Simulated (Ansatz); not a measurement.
# CdH2Se2: complex band structure, part 2 of 3

A new crystal, CdH2Se2: structure, gap and complex bands. It is built by putting Se for O in the CdH2O2 structure of space group C2, with the volume rescaled by atomic radii. The parent structure comes from the Materials Project.

Ansatz 0.2.0; r2SCAN DFT, plane waves, PAW files (the session's first sound run).

So far. Step 2 (Cell and atoms at rest): The largest force component on a free atom ends at 0.0015 eV/Å.

The structure was built from a prototype and need not be the compound's stable phase.

## (3) Band edges

The energy window and the wavevectors of the next steps follow from the band edges, so these are searched first, off the mesh as well.

input.yaml reads:

```yaml
crystal:
  lattice:
    - [3.7632500365, -2.1827870965, 0.16357206]
    - [3.7632500365, 2.1827870965, 0.16357206]
    - [-0.2661290369, 0.0, 6.1428408356]
  atoms:
    - { symbol: Cd, position: [0.0630538525, 0.9369461475, 0.0] }
    - { symbol: H, position: [0.3958662505, 0.2690770438, 0.5478551026] }
    - { symbol: H, position: [0.7309229562, 0.6041337495, 0.4521448974] }
    - { symbol: Se, position: [0.3966313244, 0.2703343836, 0.7866586292] }
    - { symbol: Se, position: [0.7296656164, 0.6033686756, 0.2133413708] }
kpoints:
  mp_grid: { grid: [6, 6, 4] }
  band_path: { path: [VBM, CBM], npoints: 30 }
scf:
  occupations: { method: fixed }
hamiltonian:
  xc: r2scan
output:
  eigenvalues: true
  write_potential: true
  write_density: true
  volumetric_format: npy
```

Command:

```sh
$ ansatz run input.yaml --threads 2 --pin off --max-ram 4096MiB --backend cpu --events-out ev --progress --plain --runs-dir out
```

Numbers of over 12 decimals in the logs are rounded to 6 here.

The program printed:

```text
[...]
Crystal: 5 atoms, lattice volume = 101.109 Å³
Basis set: ecut = 500 eV, 2561 PW (Γ), exchange–correlation on 128×128×180 points (64 copies of the dense FFT grid, shifted against one another)
Bands: 33, of which v1, the nominal top of the filled ones, is band 27 counted from 1 (26 counted from 0)
Symmetry: 2 space group operations
[...]
k-points: 47 of 144 (time reversal used)
[...]
SCF iter   1: F=—  HF=-19257.512818 eV  |F-HF|=—  |Δ(HF+E_count)|=         —  Δρ=5.06e-3  dr2=1.97e-2  dr2_τ=2.92e-2  ethr=1.77e-3  ⟨swp⟩=4.9  Hψ=5158  notcnv=0  defer=175
[...]
SCF iter   7: F=-19257.489199 eV  HF=-19257.489199 eV  |F-HF|=5.90e-9  |Δ(HF+E_count)|=   6.82e-8  Δρ=3.56e-6  dr2=1.29e-8  dr2_τ=5.50e-10  ethr=1.85e-10  ⟨swp⟩=8.3  Hψ=5801  notcnv=0
SCF 1 converged in 7 iterations: F = -19257.489199 eV  dr2 = 1.29e-8
[...]
NSCF: frozen V_eff on 68 k-points
[...]
SCF converged after 7 iterations
Free energy (F): -19257.489199 eV
[...]
Internal energy: -19257.489199 eV  (E = F + TS)
E sigma→0 (E₀):  -19257.489199 eV
Fermi energy:    5.177860 eV
[...]
--- Band table (eV; the first three rows and the last of 47) ---
  k-point 0: bands = [... 23 lower, 4.4994, 4.5101, 4.5902, 4.5989, 6.7806, 8.1981, 11.2259, 11.8162, ... 2 higher]
  k-point 1: bands = [... 23 lower, 4.4184, 4.4288, 4.6888, 4.6976, 7.2972, 8.4932, 10.8162, 11.5836, ... 2 higher]
  k-point 2: bands = [... 23 lower, 4.3760, 4.3865, 4.7488, 4.7575, 8.0281, 8.9108, 9.7253, 11.3229, ... 2 higher]
  k-point 46: bands = [... 23 lower, 2.3776, 3.1359, 3.2060, 4.7886, 8.3616, 9.4026, 10.5560, 10.6927, ... 2 higher]
```

It took 59 s on 2 threads of Arm Neoverse V2, shared host; peak memory 0.55 GiB; 1.9 min of CPU time.

Reading the cycles: dr2 is the Hartree energy of the density residual (eV), the measure of convergence; HF is the Harris–Foulkes estimate of the energy, which meets the free energy F at convergence.

Numbers from this step:

```yaml
fermi_energy: 5.178 eV
gap_on_the_k_mesh: 1.603 eV
gap_on_path: 1.603 eV, by band count; negative where bands overlap
direct_gap_on_path: 2.175 eV
edge_places_on_path: 0, 0.8317 1/A along the path
```

The electronic bands at the labelled points (eV, zero at the Fermi level (highest filled level under fixed occupations); v1 is the highest filled band, c1 the lowest empty one):

```
  point     v4     v3     v2     v1    c1    c2    c3    c4
    VBM  -3.43  -2.36  -2.15   0.00  3.03  4.50  5.42  6.92
halfway  -2.78  -1.63  -1.44  -0.08  3.42  4.01  4.98  6.82
    CBM  -0.68  -0.67  -0.59  -0.58  1.60  3.02  6.05  6.64
```

The searched edges give 1.60 eV, as on the mesh.

## (4) Decaying states in the gap, plane (010), k-mesh 4×10×10

This step: r2SCAN DFT, plane waves, PAW files; complex bands by layer matching along the plane's normal (Ansatz 0.2.0).

The same crystal is laid in a cell whose first two vectors span the (010) plane (indices of the standard conventional cell, whose axes can be ordered otherwise than in the bulk input). At fixed energy and wavevector in the plane the solver finds all kz, real and complex. A few wavevectors are listed, (0, 0) and (0, -0.5) in units of the plane's reciprocal vectors; the slowest state needn't be among them.

input.yaml reads:

```yaml
crystal:
  lattice:
    - [6.148602947, 0.0, 0.0]
    - [0.001069193, 7.533606406, 0.0]
    - [0.000534597, 3.766803203, 2.182787096]
  atoms:
    - { symbol: Cd, position: [0.0, 0.0630538525, 0.873892295] }
    - { symbol: H, position: [0.5478551026, 0.3958662505, 0.8732107933] }
    - { symbol: H, position: [0.4521448974, 0.7309229562, 0.8732107933] }
    - { symbol: Se, position: [0.7866586292, 0.3966313244, 0.8737030592] }
    - { symbol: Se, position: [0.2133413708, 0.7296656164, 0.8737030592] }
kpoints:
  mp_grid: { grid: [4, 10, 10] }
scf:
  occupations: { method: fixed }
hamiltonian:
  xc: r2scan
output:
  eigenvalues: true
  transmission:
    leads: [[0, 0]]
    kpoints: [[0.0, 0.0], [0.0, -0.5]]
    e_range: [-1.0, 2.6]
    de: 0.07
```

The program printed:

```text
[...]
Crystal: 5 atoms, lattice volume = 101.109 Å³
Basis set: ecut = 500 eV, 2561 PW (Γ), exchange–correlation on 180×240×128 points (64 copies of the dense FFT grid, shifted against one another)
Bands: 33, of which v1, the nominal top of the filled ones, is band 27 counted from 1 (26 counted from 0)
Symmetry: 2 space group operations
[...]
k-points: 117 of 400 (time reversal used)
[...]
SCF iter   1: F=—  HF=-19257.513914 eV  |F-HF|=—  |Δ(HF+E_count)|=         —  Δρ=5.04e-3  dr2=1.94e-2  dr2_τ=2.92e-2  ethr=1.77e-3  ⟨swp⟩=4.9  Hψ=12852  notcnv=0  defer=446
[...]
SCF iter   7: F=-19257.490326 eV  HF=-19257.490326 eV  |F-HF|=6.42e-9  |Δ(HF+E_count)|=   6.94e-8  Δρ=3.56e-6  dr2=1.30e-8  dr2_τ=5.53e-10  ethr=1.85e-10  ⟨swp⟩=8.4  Hψ=14453  notcnv=0
SCF 1 converged in 7 iterations: F = -19257.490326 eV  dr2 = 1.30e-8
[...]
transmission: 3 of 6 steps passed
transmission: 6 of 6 steps passed
SCF converged after 7 iterations
Free energy (F): -19257.490326 eV
[...]
Internal energy: -19257.490326 eV  (E = F + TS)
E sigma→0 (E₀):  -19257.490326 eV
Fermi energy:    5.177178 eV
[...]
--- Band table (eV; the first three rows and the last of 117) ---
  k-point 0: bands = [... 23 lower, 4.4988, 4.5094, 4.5895, 4.5983, 6.7803, 8.1978, 11.2256, 11.8160, ... 2 higher]
  k-point 1: bands = [... 23 lower, 3.1574, 3.5860, 4.5811, 4.7577, 8.0773, 9.0174, 10.0719, 12.3060, ... 2 higher]
  k-point 2: bands = [... 23 lower, 1.7600, 2.7668, 4.0530, 4.4578, 9.0028, 9.9997, 10.0707, 11.5648, ... 2 higher]
  k-point 116: bands = [... 23 lower, 2.7799, 3.3969, 4.1878, 4.6854, 8.3083, 10.1268, 10.3557, 10.7212, ... 2 higher]
--- Transmission ---
  basis      : 485 plane waves across, 3 finite elements along
  points     : 2, as listed
  energies   : 52 from -1.000000 to 2.570000 eV about the Fermi level, 0.070000 eV apart; the leads are filled to 0.801571 eV, and channels, transmission and decay are at 0.820000 eV
  crystal 0  : H2Se2Cd1, at the sites [0, 0], period 2.1828 Å: whole cells are its period
    offset         : up to 0.0000 Å between an atom of the period and one for which it stands
    channels       : 0.000000e0 a spin
    conductance    : none, the energies end too early or step too widely for 300 K: set another output.transmission.e_range or a lower de, or, where they end at an eighth of basis.ecutwfc, a higher one
    slowest decay  : 0.1463 /Å at (0.0000, 0.0000)
```

Wall time 2.9 min (2 threads); peak memory 1.8 GiB; 5.8 min of CPU time.

Numbers from this step:

```yaml
free_energy: -19257.4903 eV
fermi_energy: 5.177 eV
level_to_which_the_leads_are_filled: 0.8016 eV from the Fermi level
decay_constant_at_the_filling_level_zone_centre: 0.1464 Å⁻¹
decay_constant_at_the_filling_level_slowest_listed_point: 0.1463 Å⁻¹
```

K parallel (0, 0); values up to 1.5 1/Å, a degenerate pair printed once or twice; energies at which all values exceed this have no row. Im kz of the slowest decaying states against energy, zero at the highest filled level on the SCF mesh:

```
energy (eV)  decay 1 (Å⁻¹)  decay 2 (Å⁻¹)  decay 3 (Å⁻¹)  decay 4 (Å⁻¹)
      -1.00          0.353          0.858          0.859          0.877
      -0.79          0.357          0.778          0.848          0.884
      -0.65         0.0157         0.0177          0.359          0.710
      -0.44         0.0952          0.360          0.597          0.830
      -0.30          0.187          0.217          0.359          0.488
      -0.09          0.166          0.299          0.358          0.394
      -0.02          0.164          0.285          0.357          0.425
       0.05         0.0657          0.163          0.278          0.356
       0.26          0.133          0.162          0.273          0.352
       0.40          0.159          0.160          0.274          0.349
       0.61          0.155          0.189          0.275          0.343
       0.82          0.146          0.210          0.275          0.335
       0.96          0.138          0.222          0.275          0.329
       1.17          0.119          0.235          0.272          0.319
       1.31          0.101          0.243          0.268          0.311
       1.52         0.0562          0.251          0.261          0.298
       1.66          0.255          0.255          0.288          0.562
       1.87          0.244          0.259          0.271          0.563
       2.01          0.234          0.258          0.261          0.562
       2.22          0.216          0.235          0.261          0.554
       2.36          0.200          0.217          0.260          0.541
       2.57          0.171          0.184          0.257          0.520
```

K parallel (0, 0). The Re kz of states that move upwards by energy, zero at the highest filled level on the SCF mesh:

```
energy (eV)  channel 1 (Å⁻¹)  channel 2 (Å⁻¹)  channel 3 (Å⁻¹)  channel 4 (Å⁻¹)  channel 5 (Å⁻¹)
      -1.00           -0.709           -0.519           -0.132           -0.100             1.12
      -0.86           -0.647           -0.452          -0.0887          -0.0683             1.15
      -0.72           -0.576           -0.374          -0.0363          -0.0269             1.19
      -0.58           -0.488           -0.274           0.0137             1.22                -
      -0.44           -0.340            0.146             1.25                -                -
      -0.30             1.29                -                -                -                -
      -0.16             1.33                -                -                -                -
      -0.02             1.42                -                -                -                -
       0.12                -                -                -                -                -
       0.26                -                -                -                -                -
       0.40                -                -                -                -                -
       0.54                -                -                -                -                -
       0.68                -                -                -                -                -
       0.89                -                -                -                -                -
       1.03                -                -                -                -                -
       1.17                -                -                -                -                -
       1.31                -                -                -                -                -
       1.45                -                -                -                -                -
       1.59                -                -                -                -                -
       1.73           0.0725                -                -                -                -
       1.87            0.108                -                -                -                -
       2.01            0.137                -                -                -                -
       2.15            0.163                -                -                -                -
       2.29            0.187                -                -                -                -
       2.43            0.211                -                -                -                -
       2.57            0.234                -                -                -                -
```

K parallel (0, -0.5); values up to 1.5 1/Å, a degenerate pair printed once or twice; energies at which all values exceed this have no row. Im kz of the slowest decaying states against energy, zero at the highest filled level on the SCF mesh:

```
energy (eV)  decay 1 (Å⁻¹)  decay 2 (Å⁻¹)  decay 3 (Å⁻¹)  decay 4 (Å⁻¹)
      -1.00          0.552          0.659          0.863           1.29
      -0.86         0.0392          0.558          0.629          0.863
      -0.72         0.0531          0.561          0.599          0.862
      -0.58         0.0207          0.563          0.571          0.860
      -0.44          0.545          0.563          0.858           1.30
      -0.30          0.522          0.562          0.856           1.31
      -0.16          0.501          0.559          0.853           1.31
      -0.02         0.0731          0.483          0.555          0.849
       0.12          0.121          0.174          0.467          0.550
       0.26          0.152          0.248          0.453          0.544
       0.40          0.174          0.298          0.441          0.536
       0.54          0.192          0.336          0.429          0.528
       0.68          0.207          0.366          0.419          0.518
       0.89          0.224          0.401          0.404          0.500
       1.03          0.232          0.395          0.420          0.486
       1.17          0.239          0.385          0.442          0.465
       1.31          0.245          0.376          0.451          0.797
       1.45          0.249          0.366          0.448          0.790
       1.59          0.252          0.356          0.443          0.782
       1.73          0.254          0.345          0.436          0.775
       1.87          0.255          0.334          0.427          0.766
       2.01          0.254          0.322          0.393          0.441
       2.15          0.253           0.31          0.366          0.444
       2.29          0.250          0.297          0.337          0.444
       2.43          0.246          0.282          0.306          0.443
       2.57          0.240          0.267          0.270          0.439
```

At the listed wavevectors the last open channel is at -0.02 eV and the next at +1.66 eV on the grid. At +0.82 eV, the grid energy nearest the filling level (the middle of the gap on the SCF mesh), the slowest state at the listed wavevectors decays with κ = 0.146 Å⁻¹, its amplitude falling by e over 6.8 Å. Through 1 nm of this crystal that state's transmission falls by exp(−2 × 0.146 Å⁻¹ × 10 Å) = 0.054.

(Part 2 of 3 ends here.)

[Logs are printed without paths, hosts, clocks, repeated set-up lines and the standing remarks that a program may print on its own settings, such as how far it seeks lower states.]

[Hosts, paths, dates, database ids (printed as entryN), source tags and the programs' standing remarks are cut or masked in the printed files.]

[New means built here by substitution; the compound itself may be known and measured.]
